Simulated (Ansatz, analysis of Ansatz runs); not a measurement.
# N-H pair in ZnSe: local vibrational mode, PBE, part 2 of 2

Aim: the local vibrational mode of the N-H pair in ZnSe, to be set beside the measurement. Set-up: PBE, 64-site cell, measured lattice, 420 eV, k: the single point 1/4 1/4 1/4. The model is a cell of 64 host atoms with N put on another atom's site and H put in between. The frequencies come from force constants among the defect atom and its neighbours, with the masses of the isotopes named. The measured lattice removes the functional's error in the volume.

Ansatz 0.2.0; PBE, 64-site cell, measured lattice, 420 eV, k: the single point 1/4 1/4 1/4.

So far. Step 2 (Relaxation, charge 0): Neighbours of the added atoms: H65: N16 1.03, Zn12 2.38, Zn42 2.46 Å.

## (3) Local vibrational modes

A local mode lives on the defect and the atoms next to it, so only the sites listed in the input are displaced, which costs far fewer SCF runs than the whole cell would.

This step: plane-wave PAW DFT, PBE; finite-displacement force constants among the atoms nearest to a defect, the others at rest.

modes/input.yaml

```yaml
crystal:
  lattice:
    - [11.3352, 0.0, 0.0]
    - [0.0, 0.0, -11.3352]
    - [0.0, 11.3352, 0.0]
  atoms:
    - { symbol: Zn, position: [-6.883e-05, 6.551e-06, -0.000715147] }
    - { symbol: Zn, position: [-0.004088177, 0.250363016, 0.246076872] }
    - { symbol: Zn, position: [0.250284776, -0.00400549, 0.246082153] }
    - { symbol: Zn, position: [0.24936109, 0.249436395, -0.003067054] }
    - { symbol: Se, position: [0.124958379, 0.125035521, 0.124247628] }
    - { symbol: Se, position: [0.121641478, 0.377941414, 0.371804179] }
    - { symbol: Se, position: [0.377865816, 0.121722158, 0.371811631] }
    - { symbol: Se, position: [0.374796266, 0.374872194, 0.122975704] }
    - { symbol: Zn, position: [-0.004085362, -0.004007344, 0.500451471] }
    - { symbol: Zn, position: [-0.000367532, 0.255530675, 0.752130304] }
    - { symbol: Zn, position: [0.255456721, -0.000292137, 0.752130744] }
    - { symbol: Zn, position: [0.216707185, 0.216785812, 0.466869918] }
    - { symbol: Se, position: [0.121646174, 0.121721604, 0.628028539] }
    - { symbol: Se, position: [0.132147544, 0.378140714, 0.868787008] }
    - { symbol: Se, position: [0.378066525, 0.132221557, 0.868790503] }
    - { symbol: "N", position: [0.390581419, 0.390654811, 0.640746077] }
    - { symbol: Zn, position: [0.004170723, 0.498737475, -0.00262425] }
    - { symbol: Zn, position: [-6.8227e-05, 0.749201923, 0.25009574] }
    - { symbol: Zn, position: [0.255454239, 0.502044458, 0.249792155] }
    - { symbol: Zn, position: [0.24999474, 0.747943025, -0.001969339] }
    - { symbol: Se, position: [0.125913185, 0.623986139, 0.125577182] }
    - { symbol: Se, position: [0.124959859, 0.8741631, 0.375124578] }
    - { symbol: Se, position: [0.378063677, 0.618698739, 0.382311663] }
    - { symbol: Se, position: [0.376536461, 0.872656756, 0.122744872] }
    - { symbol: Zn, position: [-0.000368204, 0.502043386, 0.505617271] }
    - { symbol: Zn, position: [0.004170781, 0.747287501, 0.748820977] }
    - { symbol: Zn, position: [0.277409409, 0.485472695, 0.735559448] }
    - { symbol: Zn, position: [0.249360247, 0.746845516, 0.499522119] }
    - { symbol: Se, position: [0.132147176, 0.618700874, 0.628225705] }
    - { symbol: Se, position: [0.125914323, 0.875489032, 0.874071109] }
    - { symbol: Se, position: [0.375885964, 0.623265515, 0.873353565] }
    - { symbol: Se, position: [0.374794252, 0.872888707, 0.624959931] }
    - { symbol: Zn, position: [0.498663124, 0.004244713, -0.002620576] }
    - { symbol: Zn, position: [0.501964147, 0.25553353, 0.249797063] }
    - { symbol: Zn, position: [0.74912238, 6.426e-06, 0.250098019] }
    - { symbol: Zn, position: [0.747864015, 0.250072007, -0.001970502] }
    - { symbol: Se, position: [0.623908081, 0.125991571, 0.125579538] }
    - { symbol: Se, position: [0.618626153, 0.37814252, 0.382310236] }
    - { symbol: Se, position: [0.874082145, 0.125036516, 0.375123896] }
    - { symbol: Se, position: [0.872576744, 0.376616994, 0.122740141] }
    - { symbol: Zn, position: [0.501964524, -0.000292126, 0.505623396] }
    - { symbol: Zn, position: [0.485398321, 0.277486531, 0.735564934] }
    - { symbol: Zn, position: [0.747211809, 0.004247795, 0.748822402] }
    - { symbol: Zn, position: [0.74676915, 0.249438724, 0.49952498] }
    - { symbol: Se, position: [0.618624887, 0.132224107, 0.628229199] }
    - { symbol: Se, position: [0.623189669, 0.375963455, 0.873353242] }
    - { symbol: Se, position: [0.875412244, 0.125991665, 0.874072582] }
    - { symbol: Se, position: [0.872813542, 0.374873022, 0.624959418] }
    - { symbol: Zn, position: [0.502102717, 0.502178842, 0.000367665] }
    - { symbol: Zn, position: [0.498658639, 0.747289109, 0.254332606] }
    - { symbol: Zn, position: [0.747215138, 0.498740113, 0.254332616] }
    - { symbol: Zn, position: [0.750385704, 0.75045968, 0.000544638] }
    - { symbol: Se, position: [0.625576769, 0.625653939, 0.127099968] }
    - { symbol: Se, position: [0.623904808, 0.87548853, 0.376079871] }
    - { symbol: Se, position: [0.87541302, 0.623987261, 0.376080029] }
    - { symbol: Se, position: [0.875194226, 0.875272532, 0.125358562] }
    - { symbol: Zn, position: [0.485395179, 0.485468156, 0.527572459] }
    - { symbol: Zn, position: [0.502100168, 0.750279458, 0.752267397] }
    - { symbol: Zn, position: [0.750203328, 0.502178484, 0.752265598] }
    - { symbol: Zn, position: [0.747862099, 0.747940592, 0.500162269] }
    - { symbol: Se, position: [0.623184092, 0.62326157, 0.626051706] }
    - { symbol: Se, position: [0.625576627, 0.877013156, 0.875738077] }
    - { symbol: Se, position: [0.876937443, 0.62565206, 0.875736915] }
    - { symbol: Se, position: [0.87257671, 0.872653639, 0.626702716] }
    - { symbol: H, position: [0.338020552, 0.338082148, 0.588181474] }
basis:
  ecutwfc: 420
  xc_grid: 2
hamiltonian:
  xc: pbe
kpoints:
  mp_grid: { grid: [1, 1, 1], shift: [0.25, 0.25, 0.25] }
scf:
  occupations: { method: fermi_dirac, width: 0.01 }
  max_iter: 120
output: {}
checkpoint:
  read: "../relax.run"
phonons:
  supercell: [1, 1, 1]
  displaced_sites: [11, 15, 41, 56, 64]
```

Run with:

```console
> ansatz run input.yaml --threads 4 --pin off --max-ram 7536MiB --backend cpu --events-out ev --progress --plain --runs-dir out
```

Numbers of over 12 decimals in the logs are rounded to 6 here.

What it wrote:

```text
[...]
Warning: the atoms were moved onto the symmetric positions of the space group found under crystal.symmetry.tolerance 1.0e-5 (fractional; [...]
Warning: at least one further symmetry operation maps every atom of the structure, as the run holds it, onto an atom to within 1.91e-5 (fractional), and is not used: to satisfy it, and what else the atoms miss by up to 2.00e-5, twice [...]
Warning: checkpoint.read: the run can stay near the saved state's solution: 48 site(s) moved relative to the saved geometry (max |Δs| = 2.653e-6 fractional); [...]
[...]
Crystal: 65 atoms, lattice volume = 1456.423 Å³
Basis set: ecut = 420 eV, 28425 PW (Γ), exchange–correlation on 160×160×160 points (8 copies of the dense FFT grid, shifted against one another)
Bands: 532, of which v1, the nominal top of the filled ones, is band 443 counted from 1 (442 counted from 0)
Symmetry: 1 space group operations
k-points: 1
[...]
symmetry images taken by strict's conditions (phonons.symmetry_images: auto; settled by no image being taken that strict refuses)
  force constants formed among 5 of 65 sites (Zn 11, N 15, Zn 41, Zn 56, H 64); the other 60 at rest. The modes move the named sites alone.
  the frequencies, the zero-point energy and the sums are of the block with the acoustic sum rule laid on its rows. Row sums over every site: 1.1e-4 eV/Å² at the most
  transpose residual: 6.1e-5 eV/Å²
  largest component of a force at the reference: 7.3e-4 eV/Å on a named site, 6.6e-4 eV/Å on a site at rest
  frequencies among the named sites at Γ of the cell (cm⁻¹): 87.79 111.28 128.11 129.49 137.88 139.73 174.89 195.57 195.58 373.42 490.80 504.89 799.18 800.28 3281.89
  unstable modes among the named sites: 0
  frequencies as built, with no sum rule (cm⁻¹): 87.79 111.27 128.11 129.49 137.88 139.73 174.89 195.58 195.58 373.43 490.80 504.88 799.16 800.27 3281.89
  zero-point energy: 0.468090 eV/cell   skipped modes (ω ≤ 0): 0
  not written: the harmonic force-constant file, the file of eigenvectors (these modes' are written with the force constants), the density of states and the dispersion, which are of every site
[key lines of the parts left out:]
SCF converged after 7 iterations
Free energy (F): -276194.177565 eV
Fermi energy:    7.642356 eV
```

The job ended after 29 min (4 threads of Arm Neoverse V2, shared host; peak memory 4 GiB; 1.9 h of CPU time).

In the SCF lines HF is the Harris–Foulkes energy and dr2 the Hartree energy of the density residual, in eV; the loop may stop once dr2 is under the threshold and the program's other checks hold. Hψ counts applications of the Hamiltonian.

Read from the output:

| Property | Result |
| --- | --- |
| free energy | -276194.1776 eV |

The modes with the largest weight on the probed atoms (the light atom of a pair), for the masses of each isotope. Modes of the displaced atoms (local only where they lie over the host's phonons):

```
isotopes  mode (cm⁻¹)  share of the defect atoms
       H         3282                      0.936
       H        800.3                      0.899
       H        799.2                      0.901
       D         2396                      0.877
       D        613.4                      0.548
       D        611.1                      0.569
```

## (4) Results

| Property | Result |
| --- | --- |
| distance from the defect atom to its nearest neighbour | 1.032 Å |
| N-H stretch, 1H | 3282 cm⁻¹ |
| N-H wag, 1H | 800 cm⁻¹ |
| time of the whole chain | 35 min on 4 threads |

N-H stretch, 1H: computed 3282 cm⁻¹, measured 3194 cm⁻¹; 88 cm⁻¹ (3 %) above the measurement. N-H wag, 1H: computed 800 cm⁻¹, measured 783 cm⁻¹; 17 cm⁻¹ (2 %) above the measurement. The computed value is harmonic, while the measured line is the anharmonic fundamental, which for X–H stretches usually lies a few per cent lower. Only the named neighbours move, so modes near the host's band are approximate.

[Logs are printed without paths, hosts, clocks, repeated set-up lines and the standing remarks that a program may print on its own settings, such as how far it seeks lower states.]

[Hosts, paths, dates, database ids (printed as entryN), source tags and the programs' standing remarks are cut or masked in the printed files.]

[For some hosts the program warned that the k-mesh of the response run may be too coarse for force constants and the static dielectric constant; such warnings are not shown here.]
